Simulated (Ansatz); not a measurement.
# Lattice dynamics of NbH (I4/mmm)

How does NbH (I4/mmm) vibrate, and is this structure a minimum?

Main program and level: Ansatz 0.2.0; DFT PBEsol, scalar-relativistic, plane waves, norm-conserving pseudopotentials.

## 1. Set-up

Symmetry: I4/mmm, No. 139, tetragonal system. Conventional cell: a = 3.214 Å, b = 3.214 Å, c = 3.969 Å, α = 90.00°, β = 90.00°, γ = 90.00°. Nb has 6 H at 1.98 to 2.27 Å nearest. H has 6 Nb at 1.98 to 2.27 Å nearest. Farther neighbours are not listed.

## 2. Bringing the structure to rest

Harmonic phonons are second derivatives at a point where the forces vanish, and they are wanted at zero stress, so atoms and cell are relaxed first.

The input, input.yaml:

```yaml
crystal:
  lattice:
    - [-1.606964, 1.606964, 1.984301]
    - [1.606964, -1.606964, 1.984301]
    - [1.606964, 1.606964, -1.984301]
  atoms:
    - { symbol: Nb, position: [0.0, 0.0, 0.0] }
    - { symbol: H, position: [0.5, 0.5, 0.0] }
kpoints:
  mp_grid: { grid: [16, 16, 16] }
hamiltonian:
  xc: pbesol
  pseudopotentials: { kind: nc }
scf:
  occupations: { method: gaussian, width: 0.1 }
output:
  forces: true
  stress: true
  eigenvalues: true
relax:
  adjacent_minimum: "off"
  f_tol: 0.005
  max_steps: 80
  cell: { stress_tol: 0.05 }
```

On the command line:

```bash
$ ansatz run input.yaml --threads 4 --pin off --max-ram 7168MiB --backend cpu --events-out ev --progress --plain --runs-dir out
```

Numbers of over 12 decimals in the logs are rounded to 6 here.

The program printed:

```text
Engine: ansatz 0.2.0, aarch64-unknown-linux-gnu
Pseudopotentials: kind: nc
Pseudopotential: Nb, nc, valence charge 13, recommended cutoff 1115.666836 eV (normal), Nb.nc.azcp (PseudoDojo's, or run here from an input of PseudoDojo's: the run reads no file of this project's for it)
Pseudopotential: H, nc, valence charge 1, recommended cutoff 979.609905 eV (normal), H.nc.azcp (PseudoDojo's, or run here from an input of PseudoDojo's: the run reads no file of this project's for it)
Functional definition: PBEsol
  exchange = pbesol_x
  correlation = pbesol_c
Crystal: 2 atoms, lattice volume = 20.497 Å³
Basis set: ecut = 1115.666836 eV, 1723 PW (Γ), exchange–correlation on 72×72×72 points (8 copies of the dense FFT grid, shifted against one another)
Bands: 11, of which v1, the nominal top of the filled ones, is band 7 counted from 1 (6 counted from 0)
Symmetry: 16 space group operations
Space group: I4/mmm (ITA 139), of the structure as read, at distance tolerance 2.7e-5 Å
k-points: 349 of 4096
Non-local potential: Nb, projectors of the file, l = 0: 2, l = 1: 2, l = 2: 2
Non-local potential: H, projectors of the file, l = 0: 2, l = 1: 1
Initial density: superposition of atomic densities (chi_scale 0.1, normalization cell, long waves kept (reshape's long-wave potential 0.00 eV rms))
Initial wavefunctions: pseudopotential atomic-orbital guess
Functional: x = pbesol(κ = 0.804, μ = 0.123457), c = pbesol(β = 0.046)
SCF iter   1: F=—  HF=-1710.884676 eV  |F-HF|=—  |Δ(HF+E_count)|=         —  Δρ=9.97e-2  dr2=2.34e0  ethr=3.10e-3  ⟨swp⟩=5.7  Hψ=26860  notcnv=0
preconditioner: auto → none  [metal: Δε(μ)=0.009 eV  Ē_g=7.980 eV  σ=0.100 eV  W_gap=0.05  n_scr=8 (ndim 8)  ℏωp=20.1 eV  f_vac=0.000  D(μ)=0.91/eV (n_scr^D=12)  sad-step TF]
SCF iter   2: F=—  HF=-1710.214878 eV  |F-HF|=—  |Δ(HF+E_count)|=   6.70e-1  Δρ=5.28e-2  dr2=6.41e-1  ethr=3.10e-3  ⟨swp⟩=3.6  Hψ=10324  notcnv=0  defer=17
SCF iter   3: F=—  HF=-1709.981833 eV  |F-HF|=—  |Δ(HF+E_count)|=   2.33e-1  Δρ=4.30e-3  dr2=1.14e-3  ethr=3.10e-3  ⟨swp⟩=3.9  Hψ=8426  notcnv=0  defer=19
SCF iter   4: F=—  HF=-1709.982466 eV  |F-HF|=—  |Δ(HF+E_count)|=   6.33e-4  Δρ=4.30e-4  dr2=1.36e-5  ethr=8.12e-6  ⟨swp⟩=2.0  Hψ=8661  notcnv=0  defer=17
SCF iter   5: F=—  HF=-1709.982468 eV  |F-HF|=—  |Δ(HF+E_count)|=   1.86e-6  Δρ=8.62e-5  dr2=6.39e-7  ethr=9.72e-8  ⟨swp⟩=2.7  Hψ=6280  notcnv=0  defer=17
SCF iter   6: F=-1709.982468 eV  HF=-1709.982468 eV  |F-HF|=5.81e-9  |Δ(HF+E_count)|=   1.43e-7  Δρ=7.97e-6  dr2=7.84e-9  ethr=7.14e-10  ⟨swp⟩=9.2  Hψ=24065  notcnv=0
SCF 1 converged in 6 iterations: F = -1709.982468 eV  dr2 = 7.84e-9
relax step   1: F+E_penalty+E_count = -1709.98246799 eV  Δ(F+E_penalty+E_count) = +0.000e0 eV  max|allowed force component| = 1.972e-31 eV/Å  Δτ_max = 0.0000 Å  P = -7.477 GPa  Ω = 20.497 Å³  (6 SCF iters, dr2 threshold 1.00e-7 eV, accepted)
Crystal: 2 atoms, lattice volume = 18.074 Å³
Basis set: ecut = 1115.666836 eV, 1527 PW (Γ), exchange–correlation on 72×72×72 points (8 copies of the dense FFT grid, shifted against one another)
Initial density: handed on by an earlier stage of this run
Initial wavefunctions: those handed on with the density
iter 1 solved again at ethr=1.08e-4 eV; its pass at ethr=3.10e-3 eV (dr2=1.51e-2 eV) is discarded
SCF iter   1: F=—  HF=-1709.908110 eV  |F-HF|=—  |Δ(HF+E_count)|=         —  Δρ=1.12e-2  dr2=1.50e-2  ethr=1.08e-4  ⟨swp⟩=1.2  Hψ=35682  notcnv=0
preconditioner: auto → none  [metal: Δε(μ)=0.005 eV  Ē_g=8.279 eV  σ=0.100 eV  W_gap=0.03  n_scr=0 (ndim 8)  ℏωp=21.4 eV  f_vac=0.000  D(μ)=1.26/eV (n_scr^D=14)]
SCF iter   2: F=—  HF=-1709.903564 eV  |F-HF|=—  |Δ(HF+E_count)|=   4.55e-3  Δρ=4.25e-3  dr2=1.33e-3  ethr=1.07e-4  ⟨swp⟩=2.0  Hψ=4391  notcnv=0
SCF iter   3: F=—  HF=-1709.903292 eV  |F-HF|=—  |Δ(HF+E_count)|=   2.72e-4  Δρ=1.02e-3  dr2=8.64e-5  ethr=9.52e-6  ⟨swp⟩=2.6  Hψ=5924  notcnv=0
SCF iter   4: F=—  HF=-1709.903291 eV  |F-HF|=—  |Δ(HF+E_count)|=   9.42e-7  Δρ=2.17e-4  dr2=3.07e-6  ethr=6.17e-7  ⟨swp⟩=2.1  Hψ=4865  notcnv=0
SCF iter   5: F=-1709.903292 eV  HF=-1709.903292 eV  |F-HF|=2.65e-9  |Δ(HF+E_count)|=   4.42e-7  Δρ=1.94e-5  dr2=1.75e-8  ethr=1.43e-9  ⟨swp⟩=8.5  Hψ=23250  notcnv=0
SCF 2 converged in 5 iterations: F = -1709.903292 eV  dr2 = 1.75e-8
relax step   2: F+E_penalty+E_count = -1709.90329193 eV  Δ(F+E_penalty+E_count) = +7.918e-2 eV  max|allowed force component| = 1.132e-30 eV/Å  Δτ_max = 0.0000 Å  P = +20.612 GPa  Ω = 18.074 Å³  energy of the carried Pulay correction = +7.752e-4 eV  (5 SCF iters, dr2 threshold 2.00e-7 eV, rejected (line search))
Crystal: 2 atoms, lattice volume = 19.791 Å³
Basis set: ecut = 1115.666836 eV, 1667 PW (Γ), exchange–correlation on 72×72×72 points (8 copies of the dense FFT grid, shifted against one another)
iter 1 solved again at ethr=6.87e-5 eV; its pass at ethr=3.10e-3 eV (dr2=9.62e-3 eV) is discarded
SCF iter   1: F=—  HF=-1710.004699 eV  |F-HF|=—  |Δ(HF+E_count)|=         —  Δρ=8.33e-3  dr2=9.63e-3  ethr=6.87e-5  ⟨swp⟩=2.7  Hψ=34946  notcnv=0
preconditioner: auto → none  [metal: Δε(μ)=0.003 eV  Ē_g=7.568 eV  σ=0.100 eV  W_gap=0.02  n_scr=8 (ndim 8)  ℏωp=20.4 eV  f_vac=0.000  D(μ)=1.13/eV (n_scr^D=14)]
SCF iter   2: F=—  HF=-1710.001784 eV  |F-HF|=—  |Δ(HF+E_count)|=   2.92e-3  Δρ=3.08e-3  dr2=8.19e-4  ethr=6.87e-5  ⟨swp⟩=2.0  Hψ=4360  notcnv=0
SCF iter   3: F=—  HF=-1710.001613 eV  |F-HF|=—  |Δ(HF+E_count)|=   1.71e-4  Δρ=8.03e-4  dr2=7.31e-5  ethr=5.85e-6  ⟨swp⟩=2.0  Hψ=5836  notcnv=0
SCF iter   4: F=—  HF=-1710.001604 eV  |F-HF|=—  |Δ(HF+E_count)|=   8.44e-6  Δρ=1.99e-4  dr2=2.94e-6  ethr=5.22e-7  ⟨swp⟩=2.6  Hψ=5396  notcnv=0
SCF iter   5: F=—  HF=-1710.001607 eV  |F-HF|=—  |Δ(HF+E_count)|=   2.34e-6  Δρ=1.86e-5  dr2=4.64e-8  ethr=2.10e-8  ⟨swp⟩=1.4  Hψ=4545  notcnv=0
SCF iter   6: F=—  HF=-1710.001605 eV  |F-HF|=—  |Δ(HF+E_count)|=   1.56e-6  Δρ=3.05e-6  dr2=2.87e-10  ethr=3.31e-10  ⟨swp⟩=2.2  Hψ=6043  notcnv=0
SCF iter   7: F=-1710.001605 eV  HF=-1710.001605 eV  |F-HF|=9.78e-12  |Δ(HF+E_count)|=  1.86e-10  Δρ=2.95e-7  dr2=1.27e-11  ethr=1.00e-12  ⟨swp⟩=9.0  Hψ=24602  notcnv=0
SCF 3 converged in 7 iterations: F = -1710.001605 eV  dr2 = 1.27e-11
relax step   3: F+E_penalty+E_count = -1710.00160501 eV  Δ(F+E_penalty+E_count) = -1.914e-2 eV  max|allowed force component| = 2.958e-31 eV/Å  Δτ_max = 0.0000 Å  P = -0.909 GPa  Ω = 19.791 Å³  energy of the carried Pulay correction = +2.161e-4 eV  (7 SCF iters, accepted)
[...]
relax step   4: F+E_penalty+E_count = -1710.00187595 eV  Δ(F+E_penalty+E_count) = -2.709e-4 eV  max|allowed force component| = 1.291e-30 eV/Å  Δτ_max = 0.0000 Å  P = +0.031 GPa  Ω = 19.700 Å³  energy of the carried Pulay correction = +2.446e-4 eV  (3 SCF iters, dr2 threshold 2.00e-7 eV, accepted)
[...]
relax step   5: F+E_penalty+E_count = -1710.00185535 eV  Δ(F+E_penalty+E_count) = +2.060e-5 eV  max|allowed force component| = 1.972e-31 eV/Å  Δτ_max = 0.0000 Å  P = +0.035 GPa  Ω = 19.701 Å³  energy of the carried Pulay correction = +2.443e-4 eV  (4 SCF iters, dr2 threshold 3.19e-8 eV, rejected (line search))
[...]
relax step   6: F+E_penalty+E_count = -1710.00189218 eV  Δ(F+E_penalty+E_count) = -1.624e-5 eV  max|allowed force component| = 1.969e-31 eV/Å  Δτ_max = 0.0000 Å  P = -0.001 GPa  Ω = 19.704 Å³  energy of the carried Pulay correction = +2.434e-4 eV  (6 SCF iters, accepted)
Initial wavefunctions: pseudopotential atomic-orbital guess (no wavefunctions were taken with the density)
iter 1 solved again at ethr=3.80e-9 eV; its pass at ethr=3.10e-3 eV (dr2=5.32e-7 eV) is discarded
SCF iter   1: F=—  HF=-1710.001732 eV  |F-HF|=—  |Δ(HF+E_count)|=         —  Δρ=5.10e-5  dr2=1.81e-8  ethr=3.80e-9  ⟨swp⟩=6.1  Hψ=45038  notcnv=0
SCF iter   2: F=—  HF=-1710.001732 eV  |F-HF|=—  |Δ(HF+E_count)|=   2.48e-7  Δρ=2.55e-5  dr2=4.36e-9  ethr=1.29e-10  ⟨swp⟩=2.5  Hψ=6267  notcnv=0
SCF iter   3: F=—  HF=-1710.001732 eV  |F-HF|=—  |Δ(HF+E_count)|=   2.62e-8  Δρ=8.55e-7  dr2=7.96e-11  ethr=3.11e-11  ⟨swp⟩=2.5  Hψ=6344  notcnv=0
SCF iter   4: F=-1710.001732 eV  HF=-1710.001732 eV  |F-HF|=1.36e-12  |Δ(HF+E_count)|=  9.32e-12  Δρ=1.60e-7  dr2=4.76e-13  ethr=1.00e-12  ⟨swp⟩=9.3  Hψ=23943  notcnv=0
SCF 7 converged in 4 iterations: F = -1710.001732 eV  dr2 = 4.76e-13
relax step   7: F+E_penalty+E_count = -1710.00173216 eV  Δ(F+E_penalty+E_count) = +1.600e-4 eV  max|allowed force component| = 9.861e-32 eV/Å  Δτ_max = 0.0000 Å  P = -0.033 GPa  Ω = 19.704 Å³  stress off target by 3.54e-2 GPa  SCF on the basis re-selected at this cell (its energy is not comparable with the rows above)  (4 SCF iters)
basis re-selected at this cell: Δ(F+E_penalty+E_count) = +1.600e-4 eV, ΔP = -0.032 GPa vs the last step (what re-selecting the basis moved, of the pressure what is left beyond the Pulay correction that the steps carried, after the strain that the cell walked since its last selection, with what the two solves' SCF thresholds leave and, on support functions, any second-order correction that the steps lacked; it is no m [...]
SCF converged after 4 iterations
Free energy (F): -1710.001732 eV
Harris-Foulkes:  -1710.001732 eV  (|F-HF|=1.36e-12)
Internal energy: -1709.996022 eV  (E = F + TS)
E sigma→0 (E₀):  -1709.998877 eV
Entropy (-TS):   -0.005710 eV (-2.855 meV/atom)
Fermi energy:    17.757351 eV
--- Per-component energies (eV) ---
  E_band       = -68.696674
  E_kinetic    = 509.860266
  E_local      = -915.125815  (includes V_loc(G=0)·N_el)
  E_nonlocal   = 209.358721
  E_hartree    = 204.622844
  E_xc         = -363.794471
  E_vxc        = -282.035526  (∫ρ·V_xc dr)
  E_ewald      = -1354.917566
  E_smearing   = -0.005710  (= −TS)
  E_closure    = 0.000000  (closes the sum)
  Σ components = -1710.001732   (vs F -1710.001732, Δ=0.00e0)
--- Forces (eV/Å), atoms counted from 1 ---
  atom   1  Nb     0.00000000     0.00000000    -0.00000000
  atom   2  H     -0.00000000     0.00000000    -0.00000000
  max |Σ_I F_I| component: 3.94e-31 eV/Å
--- Stress (GPa, compression-positive) ---
       -0.035405      -0.000000       0.000000
       -0.000000      -0.035405      -0.000000
        0.000000       0.000000      -0.029434
  P = ⅓ Tr σ = -0.0334 GPa (-0.334 kbar)
--- Band table (eV; the first three rows and the last of 349) ---
  k-point 0: bands = [... 3 lower, -12.7430, 7.9874, 17.0262, 17.0262, 18.3921, 18.7627, 19.7091, 27.9813]
  k-point 1: bands = [... 3 lower, -12.7505, 8.1291, 16.8808, 17.1627, 18.4569, 18.6029, 19.5958, 27.5366]
  k-point 2: bands = [... 3 lower, -12.7718, 8.5169, 16.4964, 17.5667, 17.9994, 18.6540, 19.5817, 27.1280]
  k-point 348: bands = [... 3 lower, -13.2796, 9.3595, 13.9219, 21.5846, 21.6377, 22.3209, 22.3209, 25.6865]
--- Relaxed structure (6 steps of the walk, 4 accepted, 1 SCFs on fresh bases) ---
  F+E_penalty+E_count = -1710.00173216 eV   max|allowed force component| = 9.861e-32 eV/Å   (the final SCF, on the basis selected at the relaxed cell)
  cell:  # Å, volume = 19.7037 Å³
    - [-1.583206, 1.583206, 1.965228]
    - [1.583206, -1.583206, 1.965228]
    - [1.583206, 1.583206, -1.965228]
  atoms:
    - { symbol: Nb, position: [0, 0, 0] }
    - { symbol: H, position: [0.5, 0.5, 0] }
```

Wall time 82 s (4 threads of Arm Neoverse N1, shared host); peak memory 0.56 GiB.

Relaxation path:

```
step  energy less that of the first step (eV)  largest force component (eV/Å)  pressure (GPa)  volume (Å³)
   1                                   0.0000                          0.0000           -7.48        20.50
   2                                   0.0792                          0.0000           20.61        18.07
   3                                  -0.0191                          0.0000           -0.91        19.79
   4                                  -0.0194                          0.0000            0.03        19.70
   5                                  -0.0194                          0.0000            0.04        19.70
   6                                  -0.0194                          0.0000            0.00        19.70
  7*                                  -0.0193                          0.0000           -0.03        19.70
```

Relaxation steps marked * repeat the geometry before them on a plane-wave basis chosen anew for their cell, so energy and pressure can jump there. Relaxation steps 2, 5 were tried and not accepted.

Forces are held to the 16 operations that the run works with; a distortion that breaks them can't arise in this run.

```
conventional cell, symmetrised  before  after  change
                         a (Å)   3.214  3.166  -1.5 %
                         b (Å)   3.214  3.166  -1.5 %
                         c (Å)   3.969  3.930  -1.0 %
              volume (Å³/atom)   10.25   9.85  -3.9 %
```

The relaxed structure:

```cif
data_structure
_symmetry_space_group_name_H-M 'P 1'
_symmetry_Int_Tables_number 1
_cell_length_a 2.9791
_cell_length_b 2.9791
_cell_length_c 2.9791
_cell_angle_alpha 115.795
_cell_angle_beta 115.795
_cell_angle_gamma 97.451
_cell_volume 19.70
loop_
_atom_site_label
_atom_site_type_symbol
_atom_site_fract_x
_atom_site_fract_y
_atom_site_fract_z
_atom_site_occupancy
Nb1 Nb 0.00000 0.00000 0.00000 1
H2 H 0.50000 0.50000 0.00000 1
```

This step gave:

```
pressure          : -0.03341 GPa
volume per atom   : 9.852 Å³
gap on the k-mesh : 0 eV
```

In this step the volume went from 10.25 to 9.85 Å³/atom.

## 3. Tight relaxation

Phonons need a cell at rest on their own settings, so the relaxation is repeated with tight tolerances on forces and stress, using the mesh and the filling of the phonon run that follows.

input.yaml, the sections that differ from step 2:

```yaml
crystal:
  lattice:
    - [-1.5832055774, 1.5832055774, 1.9652278831]
    - [1.5832055774, -1.5832055774, 1.9652278831]
    - [1.5832055774, 1.5832055774, -1.9652278831]
  atoms:
    - { symbol: Nb, position: [0.0, 0.0, 0.0] }
    - { symbol: H, position: [0.5, 0.5, 0.0] }
scf:
  occupations: { method: methfessel_paxton, width: 0.15 }
relax:
  adjacent_minimum: "off"
  f_tol: 0.001
  max_steps: 60
  cell: { stress_tol: 0.01 }
# kpoints, hamiltonian, output: as in step 2
```

The program printed:

```text
[...]
Crystal: 2 atoms, lattice volume = 19.704 Å³
Basis set: ecut = 1115.666836 eV, 1659 PW (Γ), exchange–correlation on 72×72×72 points (8 copies of the dense FFT grid, shifted against one another)
Bands: 11, of which v1, the nominal top of the filled ones, is band 7 counted from 1 (6 counted from 0)
Symmetry: 16 space group operations
[...]
k-points: 349 of 4096
[...]
k-point 348: bands = [... 3 lower, -13.2770, 9.3612, 13.9241, 21.5885, 21.6410, 22.3247, 22.3247, 25.6910]
--- Relaxed structure (4 steps of the walk, 3 accepted, 1 SCFs on fresh bases) ---
[...]
cell:  # Å, volume = 19.7005 Å³
    - [-1.583101, 1.583101, 1.965170]
    - [1.583101, -1.583101, 1.965170]
    - [1.583101, 1.583101, -1.965170]
  atoms:
    - { symbol: Nb, position: [0, 0, 0] }
    - { symbol: H, position: [0.500000, 0.500000, 0] }
[key lines of the parts left out:]
SCF converged after 2 iterations
Free energy (F): -1709.999129 eV
Fermi energy:    17.762815 eV
P = ⅓ Tr σ = -0.0004 GPa (-0.004 kbar)
```

Elapsed: 54 s, on 4 threads; peak memory 0.54 GiB; 2.9 min of CPU time.

Little changed from the start: no atom moved by 0.005 Å and no cell edge by 0.1 %.

This step gave:

```
pressure        : -4.10e-4 GPa
volume per atom : 9.850 Å³
```

The forces vanish by symmetry and the pressure is 0.000 GPa, within the tolerances set. The cell now holds 9.85 Å³/atom.

## 4. Linear response at the zone centre

The zone centre comes first: it holds the modes that light can see, as far as symmetry allows. No field response is asked, since the mesh shows no gap.

input.yaml, the sections that differ from step 3:

```yaml
crystal:
  lattice:
    - [-1.5831013608, 1.5831013608, 1.9651695099]
    - [1.5831013608, -1.5831013608, 1.9651695099]
    - [1.5831013608, 1.5831013608, -1.9651695099]
  atoms:
    - { symbol: Nb, position: [0.0, 0.0, 0.0] }
    - { symbol: H, position: [0.5, 0.5, 0.0] }
output:
  eigenvalues: true
phonons:
  method: dfpt
# kpoints, hamiltonian, scf: as in step 3
# relax: removed
```

The program printed:

```text
zone centre: on kpoints.mp_grid the ground state, and the responses unless they are solved on pairs of k-points, stand on 621 of the mesh's 4096 k-points, reduced under 8 symmetry operations, with k and −k counted as one. Each operation leaves every solved displacement unchanged or reverses it
[...]
Crystal: 2 atoms, lattice volume = 19.701 Å³
Basis set: ecut = 1115.666836 eV, 1659 PW (Γ), exchange–correlation on 72×72×72 points (8 copies of the dense FFT grid, shifted against one another)
Bands: 11, of which v1, the nominal top of the filled ones, is band 7 counted from 1 (6 counted from 0)
Symmetry: 16 space group operations
k-points: 621 of 4096 (irreducible under 8 space group operations)
[...]
SCF iter   1: F=—  HF=-1710.868377 eV  |F-HF|=—  |Δ(HF+E_count)|=         —  Δρ=1.01e-1  dr2=2.23e0  ethr=3.10e-3  ⟨swp⟩=5.8  Hψ=48042  notcnv=0
[...]
SCF iter   8: F=-1709.999129 eV  HF=-1709.999129 eV  |F-HF|=2.27e-12  |Δ(HF+E_count)|=  1.14e-12  S|Δr|=    0.00e0  Δρ=1.56e-7  dr2=3.26e-12  ethr=1.00e-12  ⟨swp⟩=10.3  Hψ=49275  notcnv=0
SCF 1 converged in 8 iterations: F = -1709.999129 eV  dr2 = 3.26e-12
DFPT response loops at Γ: preconditioner auto → Kerker (q_TF=auto, 2.577 Å⁻¹) (partly filled bands, converged f_vac=0.000); β = 1.00, the filter's whole step (`scf.mixing.beta` (0.50) is not read by the response loops under this deck's `scf.mixing.preconditioner`; to damp them name `kerker` or `kerker_dos`, under which they read `scf.mixing.beta`, and type it under 1.00, their step now; both keys bind the ground state too); Broyden in place of MSR1
SCF converged after 8 iterations
[...]
Free energy (F): -1709.999129 eV
[...]
Internal energy: -1709.998293 eV  (E = F + TS)
E sigma→0 (E₀):  -1709.998920 eV
Entropy (-TS):   -0.000837 eV (-0.418 meV/atom)
Fermi energy:    17.762814 eV
[...]
--- Band table (eV; the first three rows and the last of 621) ---
  k-point 0: bands = [... 3 lower, -12.7402, 7.9898, 17.0291, 17.0291, 18.3946, 18.7659, 19.7125, 27.9852]
  k-point 1: bands = [... 3 lower, -12.7477, 8.1315, 16.8837, 17.1656, 18.4594, 18.6060, 19.5992, 27.5403]
  k-point 2: bands = [... 3 lower, -12.7690, 8.5194, 16.4991, 17.5697, 18.0024, 18.6566, 19.5851, 27.1317]
  k-point 620: bands = [... 3 lower, -13.2770, 9.3612, 13.9241, 21.5885, 21.6410, 22.3247, 22.3247, 25.6910]
--- Phonons (Γ-DFPT): 4 representative perturbations + reference, on 621 of 4096 k-points (Σ response iterations 12) ---
  k mesh reduced under 8 symmetry operations, with k and −k counted as one. Each operation leaves every solved displacement unchanged or reverses it
  ASR residual: 3.259e-4 → 0.000e0 eV/Å²; symmetrization residual: 2.578e-6 eV/Å²
  ASR residual per site (eV/Å²): 3.26e-4 2.91e-5
  Γ frequencies (cm⁻¹): 0.00 0.00 0.00 259.14 259.14 1606.76
  non-analytic LO–TO correction: not included (Born effective charges unavailable; polar crystals: no LO–TO splitting at Γ)
```

Run time: 1.8 min. Hardware: 4 threads; peak memory 1.4 GiB; 6 min of CPU time.

This step gave:

| Property | Result |
| --- | --- |
| sum-rule residual before enforcement | 3.26e-4 eV/Å² |
| point group | 4/mmm |
| highest optical mode at the zone centre (no LO-TO term) | 1607 cm⁻¹ |
| lowest optical zone-centre mode | 259.1 cm⁻¹ |

Patterns of degenerate modes are one choice out of their space. Modes at Γ, with each element's share of the kinetic energy:

```
mode  frequency (cm⁻¹)  symmetry  Nb %  H %
   1               0.0  acoustic    99    1
   2               0.0  acoustic    99    1
   3               0.0  acoustic    99    1
   4             259.1        Eu     1   99
   5             259.1        Eu     1   99
   6            1606.8       A2u     1   99
```

Displacements in mode 4 (259.1 cm⁻¹), the largest set to 1:
```
Nb1 -0.01  0.00  0.00
H2   1.00  0.00  0.00
```

Displacements in mode 6 (1606.8 cm⁻¹), the largest set to 1:
```
Nb1  0.00  0.00 -0.01
H2   0.00  0.00  1.00
```

Before it was imposed, the acoustic sum rule was missed by 3.3e-4 eV/Å². Small misses are needed for a sound result but don't prove that mesh and cutoff are converged. The lowest optical mode is real, 259 cm⁻¹.

(Continued in part 2 of 2.)

[Logs are printed without paths, hosts, clocks, repeated set-up lines and the standing remarks that a program may print on its own settings, such as how far it seeks lower states.]

[Hosts, paths, dates, database ids (printed as entryN), source tags and the programs' standing remarks are cut or masked in the printed files.]
